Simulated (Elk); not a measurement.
# Eu: exchange couplings by hand from total energies

Aim: get Heisenberg couplings of Eu from the energies of collinear orders, with pencil and paper, and test them on an order left out of the fit.

Program: Elk 11.2.3 (patched build). Level of theory: PBE with U = 6.00 eV on Eu f; all-electron APW+lo, Dirac cores, scalar-relativistic bands. Results are calculated unless marked as measured.

The database entry behind the starting cell differs from later determinations by our own check (about 0.5 % long), so it need not match the best structure at ambient conditions.

### 1. Set-up

The structure is cubic, space group Im-3m (No. 229). The conventional cell has a = 4.606 Å, b = 4.606 Å, c = 4.606 Å, α = 90.00°, β = 90.00°, γ = 90.00°. Eu has 8 Eu at 3.99 Å nearest.

Coordinates:

```cif
data_structure
_symmetry_space_group_name_H-M 'P 1'
_symmetry_Int_Tables_number 1
_cell_length_a 3.9889
_cell_length_b 3.9889
_cell_length_c 3.9889
_cell_angle_alpha 109.471
_cell_angle_beta 109.471
_cell_angle_gamma 109.471
_cell_volume 48.86
loop_
_atom_site_label
_atom_site_type_symbol
_atom_site_fract_x
_atom_site_fract_y
_atom_site_fract_z
_atom_site_occupancy
Eu1 Eu 0.00000 0.00000 0.00000 1
```

### 2. The parallel order

All energies count from this run. A Hubbard term is added for the open shell, at a value in common use.

Moments are seeded by fields in the spheres (the last three columns under atoms), set against the wanted direction and reduced each loop.

Contents of elk.in:

```
tasks
  0
  33
  73

xctype
  20

rgkmax
  7.0

nempty
  12

swidth
  0.001837

reducebf
  0.6

epsengy
  1e-05

maxscl
  100

lmaxi
  3

lmaxo
  10

lmaxapw
  10

spinpol
  .true.

sppath
  './'

avec
  -4.35203926501 4.35203926501 4.35203926501
  4.35203926501 -4.35203926501 4.35203926501
  4.35203926501 4.35203926501 -4.35203926501

atoms
  1
  'Eu.in'
  1
  0.0000000000 0.0000000000 0.0000000000   0.000000 0.000000 -0.500000

ngridk
  10 10 10

dft+u
  1 1
  1 3 0.220496 0.000000

plot3d
  0 0 0
  1 0 0
  0 1 0
  0 0 1
  20 20 20
```

The run is started by

```sh
OMP_NUM_THREADS=4 elk
```

Numbers of over 12 decimals in the logs are rounded to 6 here.

Log:

```text
Warning(linengy): could not find 3 linearisation energies in s.c. loop 7
Warning(linengy): could not find 3 linearisation energies in s.c. loop 8
Warning(linengy): could not find 1 linearisation energies in s.c. loop 9

--- INFO.OUT ---
┌─────────────────────────┐
│ Elk code version 11.2.3 │
└─────────────────────────┘

All units are atomic (Hartree, Bohr, etc.)

┌─────────────────────────────────────────────────┐
│ Ground-state run starting from atomic densities │
└─────────────────────────────────────────────────┘

Lattice vectors :
[...]
muffin-tins (core leakage)
  species : 1 (Eu)
   atom 1                    :    61.03787336     (  0.1871404803E-04)
 total in muffin-tins        :    61.03787336
 total calculated charge     :    62.99998164
 total charge                :    63.00000000
 error                       :   0.1836384929E-04

Moments :
 interstitial                :   0.4670485197
 muffin-tins
  species : 1 (Eu)
   atom 1                    :    7.028472211
 total in muffin-tins        :    7.028472211
 total moment                :    7.495520731

┌──────────────────────────────┐
│ Self-consistent loop stopped │
└──────────────────────────────┘

Wrote STATE.OUT

[key lines of the parts left out:]
total energy                :     -10852.450022044
```

Run time: 2.2 min. Hardware: 4 threads of Arm Neoverse V1, shared host; peak memory 0.44 GiB.

Spin moment in the muffin-tin sphere by atom:

| atom | spin moment in the muffin-tin sphere (μB) |
| --- | --- |
| Eu1 | 7.03 |

Read from the output:

- density of states at the Fermi level: 1.502 states/eV/cell
- moment between the spheres: 0.4670 μB
- magnetization: 7.496 μB
- final state: ferromagnetic

After 31 cycles the largest moment stands at 7.03 μB.

### 3. The orders used for the fit

The other orders were run with the same settings, on meshes that hold the same points. Free energies (smearing 0.05 eV, its entropy term included) are divided by the number of Eu atoms; q is in fractions of the reciprocal vectors of the first run's cell.

| order | atoms | mesh | free energy (eV) | eV per Eu | largest moment (μB) |
| --- | --- | --- | --- | --- | --- |
| F + | 1 | 10×10×10 | -295310.2093 | -295310.2093 | 7.03 |
| AF q=(1/2,1/2,1/2) +- | 2 | 5×10×10 | -590620.3907 | -295310.1953 | 6.95 |

### 4. Counting neighbours

With E = −Σ J e_i·e_j over ordered pairs of unit vectors, turning a neighbour from parallel to opposed costs 2J a Eu atom. So an order lies 2 Σ n J over the parallel one, n being the opposed neighbours in each shell.

| shell | distance (Å) | neighbours | opposed in AF q=(1/2,1/2,1/2) +- | opposed in AF q=(0,0,1/2) +- |
| --- | --- | --- | --- | --- |
| J1 | 3.99 | 8 | 8 | 4 |
| J2 | 4.61 | 6 | 0 | 4 |

Only J1 is kept.

### 5. Solving

```
2 × 8 × J1 = +13.93 meV    (AF q=(1/2,1/2,1/2) +-)
J1 = +0.87 meV
```

### 6. The test

The couplings now give the orders that were left out:

```
2 × 4 × (+0.87) = +6.96 meV    (AF q=(0,0,1/2) +-)
```

The runs themselves:

| order | atoms | mesh | free energy (eV) | eV per Eu | largest moment (μB) | over the parallel order (meV) | foretold (meV) |
| --- | --- | --- | --- | --- | --- | --- | --- |
| AF q=(0,0,1/2) +- | 2 | 10×10×5 | -590620.4208 | -295310.2104 | 6.99 | -1.14 | +6.96 |

### 7. One more shell

The miss asks for the next shell, which takes one more order into the fit and leaves none for a test.

```
2 × 8 × J1 = +13.93 meV    (AF q=(1/2,1/2,1/2) +-)
2 × 4 × J1 + 2 × 4 × J2 = -1.14 meV    (AF q=(0,0,1/2) +-)
J1 = +0.87 meV
J2 = -1.01 meV
```

### 8. Results

| Property | Result |
| --- | --- |
| J1 (Eu–Eu at 3.99 Å) | 0.87 meV |
| largest miss on the orders left out | 8.1 meV |
| J1 with 2 shells | 0.87 meV |
| J2 with 2 shells | -1.01 meV |

**Reading.** The model misses the order left out by 8.1 meV, 54 % of the span of the orders, so it fails: these couplings alone don't describe the crystal. With the next shell added the couplings are J1 = +0.87 and J2 = -1.01 meV, untested. The first dropped shell that the test feels is J2 at 4.61 Å. The site moments spread by 1.0 % over the orders. In a metal couplings reach far, and the mesh was not tested. The couplings are effective ones: further shells with opposed neighbours are folded into them or show in the miss. No mean-field temperature is given: it needs a model that holds, an unfrustrated order and couplings in all three dimensions. The f shell is half filled, so the spin-only picture is fair. A linearisation energy was not found in some loops, which can move the energies.

[Logs and program files are shortened in this print: banners, set-up blocks, solver, clock and traceback lines can be left out without a mark of their own.]

[Logs are printed without paths, hosts, clocks, repeated set-up lines and the standing remarks that a program may print on its own settings, such as how far it seeks lower states.]

[Hosts, paths, dates, database ids (printed as entryN), source tags and the programs' standing remarks are cut or masked in the printed files.]

[Where a cell is said to come from a database of computed structures, the database is the Materials Project.]
